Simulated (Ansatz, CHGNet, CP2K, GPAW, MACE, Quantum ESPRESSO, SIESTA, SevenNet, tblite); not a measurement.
# Running random rock-salt alloy of NbC and TiC (64 atoms) with SIESTA, part 2 of 2

How do the settings of SIESTA change the result for random rock-salt alloy of NbC and TiC (64 atoms)? A plane-wave run serves as the yardstick.

Program: SIESTA 5.4.2; the method stands at each step. Banners, paths, timers and routine set-up lines are dropped from the logs unmarked, and long logs keep their key lines alone; longer cuts are marked. The potentials were converted by us to PSML.

So far. Step 2 (PBE, DZP, shift 0.01 Ry, mesh 500 Ry): Forces lie 12 % from the reference's, at 23 times its CPU time (on 2 against 8 cores). Step 3 (PBE, SZ, shift 0.01 Ry, mesh 500 Ry): Against the first run (12 %), the force difference from the reference is 45 %, at 0.24 times the CPU time (on 1 against 2 cores), with 448 basis functions against 1024: the smaller basis costs accuracy.

### Step 4. PBE, SZP, shift 0.01 Ry, mesh 500 Ry

Method: Kohn-Sham DFT, PBE, PseudoDojo 0.4.1 norm-conserving pseudopotentials (converted to PSML), numerical atomic orbitals (SZP), diagonalisation.

The input, input.fdf:

```
SystemLabel cell
NumberOfAtoms 64
NumberOfSpecies 3
%block ChemicalSpeciesLabel
  1 22 Ti
  2 6 C
  3 41 Nb
%endblock ChemicalSpeciesLabel
LatticeConstant 1.0 Ang
%block LatticeVectors
  8.69160 0.00000 0.00000
  0.00000 8.69160 0.00000
  0.00000 0.00000 8.69160
%endblock LatticeVectors
PAO.BasisSize SZP
PAO.EnergyShift 0.01 Ry
XC.Functional GGA
XC.Authors PBE
MeshCutoff 500 Ry
%block kgrid_Monkhorst_Pack
  1 0 0 0.0
  0 1 0 0.0
  0 0 1 0.0
%endblock kgrid_Monkhorst_Pack
SolutionMethod diagon
OccupationFunction FD
ElectronicTemperature 580 K
SCF.Mixer.Method Pulay
SCF.Mixer.Weight 0.05
SCF.Mixer.History 8
SCF.Mix Hamiltonian
MaxSCFIterations 300
SCF.DM.Tolerance 1e-04
SCF.H.Tolerance 1.0e-3 eV
WriteForces T
Write.HirshfeldPop T
Write.VoronoiPop T
Write.DM F
Write.H F
XML.Write F
AtomicCoordinatesFormat Fractional
%block AtomicCoordinatesAndAtomicSpecies
[... 64 atom lines left out: the same atoms as in the first run ...]
%endblock AtomicCoordinatesAndAtomicSpecies
```

Started as:

```console
> OMP_NUM_THREADS=1 mpirun -np 2 siesta < input.fdf > output.txt
```

The log of the run:

```text
Version         : 5.4.2
reinit: System Name:
reinit: System Label: cell
initatom: Reading input for the pseudopotentials and atomic orbitals ----------
Species number:   1 Atomic number:   22 Label: Ti
Species number:   2 Atomic number:    6 Label: C
Species number:   3 Atomic number:   41 Label: Nb
Ground state valence configuration (from tables):   4s02  4p00  3d02  4f00
Ground state valence configuration (from tables):   2s02  2p02  3d00  4f00
Ground state valence configuration (from tables):   5s01  5p00  4d04  4f00
---- Processing specs for species: Ti
[... lines left out ...]
        iscf     Eharris(eV)        E_KS(eV)     FreeEng(eV)     dDmax    Ef(eV) dHmax(eV)
[... lines left out ...]
SCF Convergence by DM+H criterion
[... lines left out ...]
SCF cycle converged after 19 iterations
[... lines left out ...]
   Max    1.847977
[... lines left out ...]
   Max    1.847977    constrained
Stress tensor Voigt[x,y,z,yz,xz,xy] (kbar):      -12.20       -7.31       -9.28        1.46        1.04        2.90
[... lines left out ...]
siesta: FreeEng =    -57259.137647
[... lines left out ...]
siesta:         Fermi =      -6.488998
[... lines left out ...]
siesta:     0.000649    0.000914   -0.005791
siesta: Cell volume =        656.597453 Ang**3
siesta: Pressure (static):
siesta:                Solid            Molecule  Units
siesta:           0.00006524         -0.00034742  Ry/Bohr**3
siesta:           0.00598996         -0.03189824  eV/Ang**3
siesta:           9.59696748        -51.10661295  kBar
    Orbital volume contribution        =          37.706556 eV
    (Free)E + p_basis*V_orbitals       =      -57221.431090 eV
    (Free)Eharris+ p_basis*V_orbitals  =      -57221.431083 eV
Hirshfeld Atomic Populations:
Atom #   charge [q] valence [e]  Species
     1     0.215080   11.784920  Ti
     2    -0.245462    4.245462  C
     3     0.213478   11.786522  Ti
     4    -0.274148    4.274148  C
     5     0.216253   11.783747  Ti
     6    -0.265019    4.265019  C
[...]
15     0.560394   12.439606  Nb
[...]
19     0.579539   12.420461  Nb
[...]
39     0.560855   12.439145  Nb
[...]
--------------------
 Total    -0.000058
Voronoi Atomic Populations:
Atom #   charge [q] valence [e]  Species
[...]
39     0.759142   12.240858  Nb
[...]
43     0.758059   12.241941  Nb
[...]
61     0.333571   11.666429  Ti
    62    -0.398648    4.398648  C
    63     0.349258   11.650742  Ti
    64    -0.377565    4.377565  C
--------------------
 Total    -0.000058
```

It took 3.6 min on 2 MPI ranks of Arm Neoverse V2, shared host; peak memory 1.8 GiB.

Compared with the plane-wave run:

| Property | Result |
| --- | --- |
| r.m.s. force component | 0.5544 eV/Å |
| r.m.s. difference of force components | 92.49 meV/Å |
| longest difference of force vectors | 380.6 meV/Å |
| force difference over r.m.s. force | 18.28 % |
| slope of forces against the reference's | 1.084 |
| correlation of force components | 0.9889 |
| pressure | 0.9597 GPa |
| pressure difference | -0.3972 GPa |

This is a coarse setting, run to see what it loses.

Against the first run (12 %), the force difference from the reference is 18 %, at 0.71 times the CPU time, with 704 basis functions against 1024: the smaller basis costs accuracy.

### Step 5. PBE, DZP, shift 0.001 Ry, mesh 500 Ry

Method: Kohn-Sham DFT, PBE, PseudoDojo 0.4.1 norm-conserving pseudopotentials (converted to PSML), numerical atomic orbitals (DZP), diagonalisation.

input.fdf, as its differences from that of step 4:

```diff
@@ -14,4 +14,4 @@
 %endblock LatticeVectors
-PAO.BasisSize SZP
-PAO.EnergyShift 0.01 Ry
+PAO.BasisSize DZP
+PAO.EnergyShift 0.001 Ry
 XC.Functional GGA
```

Started as:

```console
> OMP_NUM_THREADS=1 mpirun -np 4 siesta < input.fdf > output.txt
```

The log of the run:

```text
Version         : 5.4.2
reinit: System Name:
reinit: System Label: cell
initatom: Reading input for the pseudopotentials and atomic orbitals ----------
Species number:   1 Atomic number:   22 Label: Ti
Species number:   2 Atomic number:    6 Label: C
Species number:   3 Atomic number:   41 Label: Nb
Ground state valence configuration (from tables):   4s02  4p00  3d02  4f00
Ground state valence configuration (from tables):   2s02  2p02  3d00  4f00
Ground state valence configuration (from tables):   5s01  5p00  4d04  4f00
---- Processing specs for species: Ti
GGA--PBE XC_GGA_X_PBE--XC_GGA_C_PBE pb
Semicore shell(s) with  8 electrons included in the valence for Ti
---- Processing specs for species: C
GGA--PBE XC_GGA_X_PBE--XC_GGA_C_PBE pb
---- Processing specs for species: Nb
[... lines left out ...]
Total number of electrons:   516.000000
[... lines left out ...]
stepf: Fermi-Dirac step function
        iscf     Eharris(eV)        E_KS(eV)     FreeEng(eV)     dDmax    Ef(eV) dHmax(eV)
[... lines left out ...]
SCF Convergence by DM+H criterion
[... lines left out ...]
SCF cycle converged after 23 iterations
[... lines left out ...]
   Max    1.763604
[... lines left out ...]
   Max    1.763604    constrained
Stress tensor Voigt[x,y,z,yz,xz,xy] (kbar):      -28.39      -24.46      -25.88        1.31        1.09        2.57
[... lines left out ...]
siesta: FreeEng =    -57283.261234
siesta: Final energy (eV):
siesta:  Band Struct. =  -15661.081405
siesta:       Kinetic =   23248.908115
siesta:       Hartree =    9513.753420
siesta:         Exch. =   -9214.104988
siesta:         Corr. =    -735.798318
siesta:   Exch.-corr. =   -9949.903306
siesta:  Ion-electron =  -47372.836224
siesta:       Ion-ion =  -32722.802466
siesta:         Total =  -57282.880461
siesta:         Fermi =      -9.086482
siesta: Stress tensor (static) (eV/Ang**3):
siesta:    -0.017722    0.001606    0.000680
siesta:     0.001606   -0.015265    0.000819
siesta:     0.000680    0.000819   -0.016152
siesta: Cell volume =        656.597453 Ang**3
siesta: Pressure (static):
siesta:                Solid            Molecule  Units
siesta:           0.00017840         -0.00023584  Ry/Bohr**3
siesta:           0.01637968         -0.02165344  eV/Ang**3
siesta:          26.24314176        -34.69264195  kBar
    Orbital volume contribution        =          95.283893 eV
    (Free)E + p_basis*V_orbitals       =      -57187.977341 eV
    (Free)Eharris+ p_basis*V_orbitals  =      -57187.977341 eV
Hirshfeld Atomic Populations:
Atom #   charge [q] valence [e]  Species
     1     0.239470   11.760530  Ti
     2    -0.262538    4.262538  C
     3     0.241131   11.758869  Ti
     4    -0.289562    4.289562  C
     5     0.239999   11.760001  Ti
     6    -0.278176    4.278176  C
[...]
15     0.517703   12.482297  Nb
[...]
19     0.532891   12.467109  Nb
[...]
39     0.519931   12.480069  Nb
[...]
--------------------
 Total    -0.000022
Voronoi Atomic Populations:
Atom #   charge [q] valence [e]  Species
[...]
39     0.712987   12.287013  Nb
[...]
43     0.708314   12.291686  Nb
[...]
61     0.363688   11.636312  Ti
    62    -0.410804    4.410804  C
    63     0.376068   11.623932  Ti
    64    -0.407317    4.407317  C
--------------------
 Total    -0.000022
```

Elapsed: 11 min, on 4 MPI ranks; peak memory 4 GiB; 44 min of CPU time.

Numbers from this run, and their distance from the reference:

```
r.m.s. force component                  : 0.5452 eV/Å
r.m.s. difference of force components   : 60.25 meV/Å
longest difference of force vectors     : 260.2 meV/Å
force difference over r.m.s. force      : 11.91 %
slope of forces against the reference's : 1.074
correlation of force components         : 0.9962
pressure                                : 2.624 GPa
pressure difference                     : 1.267 GPa
```

Against the first run (12 %), the force difference from the reference is 12 %, at 4.3 times the CPU time (on 4 against 2 cores).

The run ends at a pressure of 2.62 GPa, with forces up to 1.9 eV/Å.

### Step 6. PBE, TZP, shift 0.01 Ry, mesh 500 Ry

Method: Kohn-Sham DFT, PBE, PseudoDojo 0.4.1 norm-conserving pseudopotentials (converted to PSML), numerical atomic orbitals (TZP), diagonalisation.

input.fdf, as its differences from that of step 5:

```diff
@@ -14,4 +14,4 @@
 %endblock LatticeVectors
-PAO.BasisSize DZP
-PAO.EnergyShift 0.001 Ry
+PAO.BasisSize TZP
+PAO.EnergyShift 0.01 Ry
 XC.Functional GGA
```

The log of the run:

```text
Version         : 5.4.2
reinit: System Name:
reinit: System Label: cell
initatom: Reading input for the pseudopotentials and atomic orbitals ----------
Species number:   1 Atomic number:   22 Label: Ti
Species number:   2 Atomic number:    6 Label: C
Species number:   3 Atomic number:   41 Label: Nb
Ground state valence configuration (from tables):   4s02  4p00  3d02  4f00
Ground state valence configuration (from tables):   2s02  2p02  3d00  4f00
Ground state valence configuration (from tables):   5s01  5p00  4d04  4f00
---- Processing specs for species: Ti
[... lines left out ...]
        iscf     Eharris(eV)        E_KS(eV)     FreeEng(eV)     dDmax    Ef(eV) dHmax(eV)
[... lines left out ...]
SCF Convergence by DM+H criterion
[... lines left out ...]
SCF cycle converged after 22 iterations
[... lines left out ...]
   Max    1.699395
[... lines left out ...]
   Max    1.699395    constrained
Stress tensor Voigt[x,y,z,yz,xz,xy] (kbar):        1.41        5.77        3.69        1.21        1.14        2.58
[... lines left out ...]
siesta: FreeEng =    -57269.401957
[... lines left out ...]
siesta:         Fermi =      -6.590437
[... lines left out ...]
siesta:     0.000713    0.000756    0.002305
siesta: Cell volume =        656.597453 Ang**3
siesta: Pressure (static):
siesta:                Solid            Molecule  Units
siesta:          -0.00002464         -0.00041959  Ry/Bohr**3
siesta:          -0.00226232         -0.03852538  eV/Ang**3
siesta:          -3.62463779        -61.72446824  kBar
    Orbital volume contribution        =          56.480952 eV
    (Free)E + p_basis*V_orbitals       =      -57212.921005 eV
    (Free)Eharris+ p_basis*V_orbitals  =      -57212.921007 eV
Hirshfeld Atomic Populations:
Atom #   charge [q] valence [e]  Species
     1     0.221420   11.778580  Ti
     2    -0.251856    4.251856  C
     3     0.220464   11.779536  Ti
     4    -0.280919    4.280919  C
     5     0.222517   11.777483  Ti
     6    -0.271474    4.271474  C
[...]
15     0.568007   12.431993  Nb
[...]
19     0.586489   12.413511  Nb
[...]
39     0.569005   12.430995  Nb
[...]
--------------------
 Total    -0.000074
Voronoi Atomic Populations:
Atom #   charge [q] valence [e]  Species
[...]
39     0.780269   12.219731  Nb
[...]
43     0.775986   12.224014  Nb
[...]
61     0.345731   11.654269  Ti
    62    -0.413203    4.413203  C
    63     0.362814   11.637186  Ti
    64    -0.392135    4.392135  C
--------------------
 Total    -0.000074
```

Run time: 3.8 min. Hardware: 4 MPI ranks; peak memory 2.9 GiB; 15 min of CPU time.

Compared with the plane-wave run:

- r.m.s. force component: 0.5227 eV/Å
- r.m.s. difference of force components: 52.42 meV/Å
- longest difference of force vectors: 209.4 meV/Å
- force difference over r.m.s. force: 10.36 %
- slope of forces against the reference's: 1.028
- correlation of force components: 0.9953
- pressure: -0.3625 GPa
- pressure difference: -1.719 GPa

Against the first run (12 %), the force difference from the reference is 10 %, at 1.5 times the CPU time (on 4 against 2 cores), with 1344 basis functions against 1024: the larger basis brings the forces nearer, though not the pressure.

The difference per atom is largest on C (0.10 eV/Å on average, against 0.037 on Nb).

### Step 7. All runs compared

Differences are against the plane-wave reference, forces as r.m.s. over components; share is that over the reference's r.m.s. force, slope the least-squares factor from reference forces to these. Total energies of different programs have different zeros and aren't compared.

```csv
run,"Δ force, r.m.s. (meV/Å)",share (%),slope,Δ pressure (GPa),cores,CPU time,memory (GiB)
reference,-,-,-,-,8,27 s,1.0
"SIESTA PBE, DZP, shift 0.01 Ry, mesh 500 Ry",59.3,11.7,1.040,-0.906,2,10 min,2.0
"SIESTA PBE, SZ, shift 0.01 Ry, mesh 500 Ry (coarse)",228,45.1,1.202,-13.9,1,2.5 min,0.88
"SIESTA PBE, SZP, shift 0.01 Ry, mesh 500 Ry (coarse)",92.5,18.3,1.084,-0.397,2,7.3 min,1.8
"SIESTA PBE, DZP, shift 0.001 Ry, mesh 500 Ry",60.2,11.9,1.074,1.27,4,44 min,4.0
"SIESTA PBE, TZP, shift 0.01 Ry, mesh 500 Ry",52.4,10.4,1.028,-1.72,4,15 min,2.9
```

Rows marked coarse were listed beforehand as settings not expected to be converged; some can still land near the reference.

CPU time is summed over cores on a shared host, where runs went side by side, so it is rough. Symmetry, cutoffs, thresholds, outputs and thread counts weren't matched or tuned between programs; memory under MPI is the largest rank's times the ranks.

Mean charges by element (e), by run and scheme:

```csv
run,scheme,Ti,C,Nb
reference,Löwdin,+0.80,-0.72,+0.59
"SIESTA PBE, DZP, shift 0.01 Ry, mesh 500 Ry",Hirshfeld,+0.22,-0.27,+0.56
"SIESTA PBE, DZP, shift 0.001 Ry, mesh 500 Ry",Hirshfeld,+0.24,-0.28,+0.52
"SIESTA PBE, TZP, shift 0.01 Ry, mesh 500 Ry",Hirshfeld,+0.23,-0.27,+0.57
```

The reference's Löwdin charges lack the electrons that the projection spills, 0.025 e an atom on average.

### Step 8. What came out

| Quantity | Value |
| --- | --- |
| nearest in forces | SIESTA PBE, TZP, shift 0.01 Ry, mesh 500 Ry, 10 % |
| its CPU time | 15 min |

What this shows: The PBE runs in local orbitals, coarse settings apart, differ by 10 % (SIESTA PBE, TZP, shift 0.01 Ry, mesh 500 Ry) to 12 % (SIESTA PBE, DZP, shift 0.001 Ry, mesh 500 Ry); basis, grid and potentials can all enter. Runs with settings chosen to be coarse differ by 18 % (SIESTA PBE, SZP, shift 0.01 Ry, mesh 500 Ry) to 45 % (SIESTA PBE, SZ, shift 0.01 Ry, mesh 500 Ry), their programs' other errors included. None of the electronic-structure runs in the table takes under half the reference's CPU time of 27 s; they take 5.6 to 99 times as much. In pressure, SIESTA PBE, SZ, shift 0.01 Ry, mesh 500 Ry misses by -13.9 GPa, at the same functional. Charges hang on scheme and program or settings: among these rows the mean for Ti runs from +0.22 to +0.80 e. The host structure and its lattice constant were typed by rule, without a check against the phase diagram. The electronic-structure runs sample only Γ, in a cell whose shortest periodic width is 9 Å, which is coarse for a cell with partly filled levels.

[Also dropped from logs without a mark: logging warnings of Python, and SIESTA's first energy breakdown and zero terms.]

[Logs are printed without paths, hosts, clocks, repeated set-up lines and the standing remarks that a program may print on its own settings, such as how far it seeks lower states.]

[Hosts, paths, dates, database ids (printed as entryN), source tags and the programs' standing remarks are cut or masked in the printed files.]
